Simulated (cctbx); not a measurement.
**Accept or mend?**

Cell a = 5.9660 Å, b = 9.4390 Å, c = 4.3190 Å, α = 90.00°, β = 90.00°, γ = 90.00°; space group Cmcm (no. 63).

The data are simulated with cctbx, not measured: Cu Kα, λ = 1.54184 Å, to d = 0.8 Å, 50 % of the full sphere, strongest reflection 70000 counts, noise from counting, a 4 % proportional error and a noise floor of 4 counts (s.d.); no absorption.

An isotropic refinement with weights 1/σ² prints:

```text
Rint 0.032, 146 unique reflections to 0.81 A
cycle     R1     wR2    GooF  max shift (A)
   1  0.9022  0.9933  34.821   0.05630
  12  0.8383  0.9799  34.352   0.59121
final R1 0.4690 wR2 0.7917 GooF 27.754  parameters 11  data/parameter 13.3
atom        x        y        z      Ueq    occ   su(xyz)  su(Uiso or U11)
Ho1    0.50000  0.14175  0.75000   0.0001  1.000  0.00308  0.0098
Mn1    0.50000  0.68041  0.75000   0.0001  1.000  0.00608  0.0115
Mn2    0.76663  0.07081  0.25000   0.0001  1.000  0.00529  0.0095
Mn3    0.24141  0.88220  0.73976   0.0661  1.000  0.20086  0.0232
difference map: max 138.20 min -58.94 rms 11.19
Q1    0.0000  0.3777  0.2500    4  138.72  0.18 A from Ho1
Q2    0.1875  0.0941  0.2500    8   95.49  0.35 A from Mn2
Q3    0.0000  0.1786  0.7500    4   50.16  0.02 A from Mn1
Q4    0.0000  0.0585  0.2500    4   36.68  1.40 A from Mn2
Q5    0.2190  0.3189  0.7500    8   20.99  0.64 A from Mn3
Q6    0.0000  0.4665  0.7500    4   19.60  1.63 A from Mn2
```

Q: Accept it or mend it, and why?

Mend it. The fault: spurious atom: Mn3. Against the right model at the same level, R1 goes from 0.0119 to 0.4690 and GooF from 0.91 to 27.75 and the top difference peak, 138.7 e/Å³, lies on Ho1. A site with no density behind it hides by a very large U or drifts. The fit had not settled when the cycles ran out.

The compound is HoMn3. The right model at the same level gives:

```text
Rint 0.032, 146 unique reflections to 0.81 A
cycle     R1     wR2    GooF  max shift (A)
   1  0.2888  0.6476  22.371   0.11455
   3  0.0119  0.0263   0.909   0.00000
final R1 0.0119 wR2 0.0263 GooF 0.909  parameters 7  data/parameter 20.9
atom        x        y        z      Ueq    occ   su(xyz)  su(Uiso or U11)
Ho1    0.50000  0.13087  0.75000   0.0034  1.000  0.00003  0.0001
Mn1    0.50000  0.67370  0.75000   0.0043  1.000  0.00007  0.0002
Mn2    0.79572  0.08927  0.25000   0.0053  1.000  0.00009  0.0002
difference map: max 0.49 min -0.58 rms 0.16
Q1    0.0000  0.4809  0.2500    4    0.49  1.05 A from Ho1
Q2    0.0000  0.1488  0.6493    8    0.46  0.49 A from Mn1
Q3    0.0759  0.0470  0.0568   16    0.44  1.20 A from Mn2
Q4    0.2330  0.0806  0.1603   16    0.39  0.43 A from Mn2
Q5    0.0893  0.2364  0.9953   16    0.38  1.33 A from Mn1
Q6    0.2448  0.0030  0.2500    8    0.37  0.85 A from Mn2
```

The model was made for the exercise: a known structure type with other elements put in, its volume estimated, not relaxed; displacement parameters are assumed.

[Middle refinement cycles are left out of these outputs.]

[Logs are printed without paths, hosts, clocks, repeated set-up lines and the standing remarks that a program may print on its own settings, such as how far it seeks lower states.]
